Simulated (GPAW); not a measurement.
**Optical response of TiO2 (Rutile)**

Aim: the dielectric function of TiO2 (Rutile), and the optical constants that follow from it.

Main program and level: GPAW 26.7.0; DFT, PBE, plane-wave PAW (GPAW data sets), scalar-relativistic, RPA, optical limit.

## Step 1: Starting point

The structure is tetragonal, space group P4_2/mnm (No. 136). The conventional cell has a = 4.592 Å, b = 4.592 Å, c = 2.957 Å, α = 90.00°, β = 90.00°, γ = 90.00°. Nearest to Ti lie 6 O at 1.95 to 1.98 Å. O has 3 Ti at 1.95 to 1.98 Å nearest. Farther neighbours and most contacts between anions are not listed.

## Step 2: Ground state

First the ground state: is it a metal or has it a gap?

This step: DFT, PBE, plane-wave PAW (GPAW data sets), scalar-relativistic, ground state (GPAW 26.7.0).

gs.py reads:

```python
from ase import Atoms
from ase.dft.bandgap import bandgap
from gpaw import GPAW, PW, FermiDirac

atoms = Atoms(['Ti', 'Ti', 'O', 'O', 'O', 'O'],
              cell=[[4.592200000000, 0.000000000000, 0.000000000000],
                    [0.000000000000, 4.592200000000, 0.000000000000],
                    [0.000000000000, 0.000000000000, 2.957400000000]],
              scaled_positions=[[0.500000000000, 0.500000000000, 0.500000000000],
                                [0.000000000000, 0.000000000000, 0.000000000000],
                                [0.804960000000, 0.195040000000, 0.500000000000],
                                [0.695040000000, 0.695040000000, 0.000000000000],
                                [0.195040000000, 0.804960000000, 0.500000000000],
                                [0.304960000000, 0.304960000000, 0.000000000000]],
              pbc=[True, True, True])
atoms.calc = GPAW(mode=PW(550), xc='PBE', kpts={'size': (5, 5, 8), 'gamma': True},
                  occupations=FermiDirac(0.05), maxiter=150, txt='gs.txt')
print('energy (eV)', atoms.get_potential_energy())
print('Fermi level (eV)', atoms.calc.get_fermi_level())
print('valence electrons', atoms.calc.get_number_of_electrons())
print('gap (eV)', bandgap(atoms.calc, output=None)[0])
print('direct gap (eV)', bandgap(atoms.calc, direct=True, output=None)[0])
atoms.calc.write('gs.gpw')
```

Started as:

```sh
> OMP_NUM_THREADS=1 python gs.py
```

Numbers of over 12 decimals in the logs are rounded to 6 here.

What it wrote:

```text
__  _  _
 | _ |_)|_||  |
 |__||  | ||/\| - 26.7.0

Versions:
  Python: 3.12.14
  ASE:    3.29.0
  Numpy:  2.5.5
  Scipy:  1.18.1
  Libxc:  7.0.0

Input parameters:
  mode=PW(ecut=550.0),
  kpts=MonkhorstPack(size=(5, 5, 8), gamma=True),
  maxiter=150,
  occupations=Occupations(name='fermi-dirac', width=0.05, fixmagmom=False),
  xc=XC(name='PBE')

Diagonalizing LCAO Hamiltonian
Converting LCAO to pw mode
    .----------.
   /|          |
  / |          |
 *  | O Ti     |
 |  .-----O----.
 | /       O  /
 |/  O       /
 Ti---------*

Atoms  # Å, Bohr magnetons
|   | symbol |        x |        y |        z |    initial magnetic moments |
| 0 |     Ti | 2.296100 | 2.296100 | 1.478700 | ( 0.0000,  0.0000,  0.0000) |
| 1 |     Ti | 0.000000 | 0.000000 | 0.000000 | ( 0.0000,  0.0000,  0.0000) |
| 2 |      O | 3.696537 | 0.895663 | 1.478700 | ( 0.0000,  0.0000,  0.0000) |
| 3 |      O | 3.191763 | 3.191763 | 0.000000 | ( 0.0000,  0.0000,  0.0000) |
| 4 |      O | 0.895663 | 3.696537 | 1.478700 | ( 0.0000,  0.0000,  0.0000) |
| 5 |      O | 1.400437 | 1.400437 | 0.000000 | ( 0.0000,  0.0000,  0.0000) |

Unit cell  # Å
| periodic |        x |        y |        z |  lengths |    angles |
|      yes | 4.592200 | 0.000000 | 0.000000 | 4.592200 | 90.000000 |
|      yes | 0.000000 | 4.592200 | 0.000000 | 4.592200 | 90.000000 |
|      yes | 0.000000 | 0.000000 | 2.957400 | 2.957400 | 90.000000 |

Number of symmetries: 8
Symmetry operations  # r_c * U_cc + t_c -> r_c
|   | kind |            matrix            |
| 0 |  E   |  1, 0, 0,  0, 1, 0,  0, 0, 1 |
| 1 |  σ   |  1, 0, 0,  0, 1, 0,  0, 0,-1 |
| 2 |  σ   |  0, 1, 0,  1, 0, 0,  0, 0, 1 |
| 3 |  C2  |  0, 1, 0,  1, 0, 0,  0, 0,-1 |
| 4 |  σ   |  0,-1, 0, -1, 0, 0,  0, 0, 1 |
| 5 |  C2  |  0,-1, 0, -1, 0, 0,  0, 0,-1 |
| 6 |  C2  | -1, 0, 0,  0,-1, 0,  0, 0, 1 |
| 7 |  i   | -1, 0, 0,  0,-1, 0,  0, 0,-1 |

BZ-sampling:
  Number of BZ points: 200
  Number of IBZ points: 45

  Monkhorst-Pack size: [5, 5, 8]
  Monkhorst-Pack shift: [0.0, 0.0, 0.0625]

K-points  # in reciprocal-cell coordinates
|     |                                coordinates |     weight |
|   0 | (  0.00000000,   0.00000000,   0.00000000) | 0.00500000 |
|   1 | (  0.00000000,   0.00000000,   0.12500000) | 0.01000000 |
|   2 | (  0.00000000,   0.00000000,   0.25000000) | 0.01000000 |
|   3 | (  0.00000000,   0.00000000,   0.37500000) | 0.01000000 |
|   4 | (  0.00000000,   0.00000000,   0.50000000) | 0.00500000 |
|   5 | (  0.20000000,  -0.20000000,   0.00000000) | 0.01000000 |
|   6 | (  0.20000000,  -0.20000000,   0.12500000) | 0.02000000 |
|   7 | (  0.20000000,  -0.20000000,   0.25000000) | 0.02000000 |
|   8 | (  0.20000000,  -0.20000000,   0.37500000) | 0.02000000 |
|   9 | (  0.20000000,  -0.20000000,   0.50000000) | 0.01000000 |
| ... |                                            |            |
|  44 | (  0.40000000,   0.40000000,   0.50000000) | 0.01000000 |

Plane wave coefficients: 1859
Cutoff: 550.0 eV

Spin-components: 1 (collinear spins)
Bands:           33
Projectors:      32
Spin-degeneracy: 2
Datatype:        complex128

Parallelization:
  kpt:    1
  domain: 1
  band:   1

Density:
  Valence electrons: 48.0
  Components: 1
  Grid points: [25 25 16]
  Charge: 0.0  # |e|

Potential:
  Grid points: [25 25 16]

species:
  Ti:
    name:    Titanium
    id:
    Z:       22.0
    valence: 12
    core:    10
    charge:  0.0  # [|e|]
    compensation charges:
      type: gauss
      rc: 0.38  # [Å]
      lmax: 2
    cutoffs:
      filter: 2.23  # [Å]
      core: 1.02  # [Å]
    projectors
    | kind |    occ | energy [eV] | rcut [Å] |
    |   3s |  2.000 |     -62.623 |    1.270 |
    |   4s |  2.000 |      -4.466 |    1.270 |
    |   3p |  6.000 |     -38.862 |    1.058 |
    |   4p |  0.000 |      -1.466 |    1.058 |
    |   3d |  2.000 |      -4.258 |    1.058 |
    |    d |        |      22.953 |    1.058 |

    Using partial waves for Ti as LCAO basis

  O:
    name:    Oxygen
    id:
    Z:       8.0
    valence: 6
    core:    2
    charge:  0.0  # [|e|]
    compensation charges:
      type: gauss
      rc: 0.21  # [Å]
      lmax: 2
    cutoffs:
      filter: 1.17  # [Å]
      core: 0.83  # [Å]
    projectors
    | kind |    occ | energy [eV] | rcut [Å] |
    |   2s |  2.000 |     -23.961 |    0.688 |
    |   2p |  4.000 |      -9.029 |    0.598 |
    |    s |        |       3.251 |    0.688 |
    |    p |        |      18.182 |    0.598 |
    |    d |        |       0.000 |    0.619 |

    Using partial waves for O as LCAO basis

Reference energy: -54611.437768  # eV

eigensolver:
  PPCG
  Converge bands: occupied
  niter=2

density mixing:
  MSR1-Mixer
  Pratt-step length: 0.05
  Maximum mixing coefficient: 0.75
  Old densities: 10
  SVD Regularization: 0.005
  Good broyden scale: 1.0
  Trust region scale: 1.0
  Backstep threshold: 4.0
  History deletion threshold: 6.0
  Fourier metric: weight=20.0, sigma=0.015

occupation numbers:
  Fermi-Dirac:
    width: 0.0500  # eV

poisson solver:
  ecut: 4400.0  # eV

xc functional:
  name: PBE with 2 nearest neighbor stencil

convergence criteria:
- Maximum [total energy] change in last 3 cyles: 0.0005 eV / valence electron
- Maximum integral of absolute [dens]ity change: 0.0001 electrons / valence electron
- Maximum integral of absolute [eigenst]ate change: 4e-08 eV^2 / valence electron
maximum number of iterations: 150

SCF iterations
|iter     |      energy | eigst |  dens |
|iter:   1||  -60.429888 | -0.30 |       |
|iter:   2||  -57.458991 | -1.46 | -0.79 |
|iter:   3||  -51.973206 | +0.13 | -0.85 |
|iter:   4||  -51.420507 | -0.93 | -1.30 |
|iter:   5||  -51.388456 | -1.83 | -1.57 |
|iter:   6||  -51.384146 | -3.21 | -2.00 |
|iter:   7||  -51.383394c| -3.84 | -2.72 |
|iter:   8||  -51.383440c| -4.94 | -3.32 |
|iter:   9||  -51.383394c| -5.42 | -3.48 |
|iter:  10||  -51.383395c| -6.43 | -4.02c|
|iter:  11||  -51.383396c| -7.27 | -4.28c|
|iter:  12||  -51.383396c| -7.71c| -4.94c|

Converged in 12 steps
SCF loop duration: 43.303 s (3.609 s/step)
Energy contributions relative to reference atoms: (reference = -54611.437768)

Energy contributions:
  Kinetic:          55.403535
  Coulomb:         -63.683740
  Zero:              0.733921
  External:          0.000000
  Xc:              -43.837111
  Entropy:          -0.000000
  Spinorbit:         0.000000
  ----------------------------
  Free energy:     -51.383396
  Extrapolated:    -51.383396

dipole moment: (-14.812404, -14.812404, -26.148411)  # |e|*Ang

Fermi level: 6.557
Eigenvalues  # (at kpt = [0.000, 0.000, 0.000])
| band index |      eig [eV] | occ [0-2] |
|          0 |       -51.199 |     2.000 |
|        ... |               |           |
|         16 |         1.830 |     2.000 |
|         17 |         3.102 |     2.000 |
|         18 |         3.102 |     2.000 |
|         19 |         3.681 |     2.000 |
|         20 |         4.943 |     2.000 |
|         21 |         5.203 |     2.000 |
|         22 |         5.203 |     2.000 |
|         23 |         5.654 |     2.000 |
|         24 |         7.560 |     0.000 |
|         25 |         7.868 |     0.000 |
|         26 |         8.094 |     0.000 |
|         27 |         8.184 |     0.000 |
|         28 |         8.184 |     0.000 |
|         29 |        10.076 |     0.000 |
|         30 |        10.263 |     0.000 |
|         31 |        12.321 |     0.000 |
|         32 |        13.489 |     0.000 |

Gap: 1.906 eV
Transition (v -> c):
  (s=0, k=0, n=23, [0.00, 0.00, 0.00]) -> (s=0, k=0, n=24, [0.00, 0.00, 0.00])
No difference between direct/indirect transitions

--- standard output ---
energy (eV) -51.383396
Fermi level (eV) 6.557455
valence electrons 48.0
gap (eV) 1.906112
direct gap (eV) 1.906112
```

Run time: 48 s. Hardware: 1 thread of Arm Neoverse V2, shared host; peak memory 0.21 GiB.

Numbers from this step:

| Item | Value |
| --- | --- |
| energy | -51.3834 eV |
| Fermi energy | 6.557 eV |
| gap on the k-mesh | 1.906 eV |
| direct gap on the mesh | 1.906 eV |
| electrons | 48 |

There is a gap, 1.91 eV on this mesh (points off the mesh can give less), so no carriers' term is needed.

## Step 3: Bands for the response

The response needs many more empty bands than the density does.

This step: DFT, PBE, plane-wave PAW (GPAW data sets), scalar-relativistic, bands at fixed density (GPAW 26.7.0).

nscf.py reads:

```python
from ase.dft.bandgap import bandgap
from gpaw import GPAW, FermiDirac

calc = GPAW('gs.gpw').fixed_density(kpts={'size': (6, 6, 10), 'gamma': True}, nbands=65, convergence={'bands': 59},
                                    occupations=FermiDirac(0.001), txt='nscf.txt')
print('gap (eV)', bandgap(calc, output=None)[0])
print('direct gap (eV)', bandgap(calc, direct=True, output=None)[0])
print('top band over the Fermi level (eV)', min(calc.get_eigenvalues(kpt=k)[58] for k in range(len(calc.get_ibz_k_points()))) - calc.get_fermi_level())
calc.write('full.gpw', mode='all')
```

Started as:

```sh
> OMP_NUM_THREADS=1 python nscf.py
```

What it wrote:

```text
Diagonalizing LCAO Hamiltonian
Converting LCAO to pw mode
convergence criteria:
- Maximum integral of absolute [eigenst]ate change: 4e-08 eV^2 / valence electron
maximum number of iterations: 150

SCF iterations
|iter     |      energy | eigst |  dens |
|iter:   1||             | +2.93 |       |
|iter:   2||             | +1.72 |       |
|iter:   3||             | +0.42 |       |
|iter:   4||             | -0.75 |       |
|iter:   5||             | -1.74 |       |
|iter:   6||             | -2.63 |       |
|iter:   7||             | -3.54 |       |
|iter:   8||             | -4.41 |       |
|iter:   9||             | -5.33 |       |
|iter:  10||             | -6.20 |       |
|iter:  11||             | -7.03 |       |
|iter:  12||             | -7.53c|       |
SCF steps: 12
  __  _  _
 | _ |_)|_||  |
 |__||  | ||/\| - 26.7.0

Versions:
  Python: 3.12.14
  ASE:    3.29.0
  Numpy:  2.5.5
  Scipy:  1.18.1
  Libxc:  7.0.0

Input parameters:
  mode=PW(ecut=550.0),
  convergence={'bands': 59},
  gpts=array([25, 25, 16]),
  kpts=MonkhorstPack(size=(6, 6, 10), gamma=True),
  maxiter=150,
  nbands=65,
  occupations=Occupations(name='fermi-dirac', width=0.001, fixmagmom=False),
  parallel={},
  xc=XC(name='PBE')

--- standard output ---
gap (eV) 1.906112
direct gap (eV) 1.906112
top band over the Fermi level (eV) 29.798019356689
```

It took 2.6 min on 1 thread; peak memory 0.35 GiB.

(Continued in part 2 of 2.)

[Machine, clock and banner lines and Python warnings are left out of the logs.]

[Logs are printed without paths, hosts, clocks, repeated set-up lines and the standing remarks that a program may print on its own settings, such as how far it seeks lower states.]

[Hosts, paths, dates, database ids (printed as entryN), source tags and the programs' standing remarks are cut or masked in the printed files.]
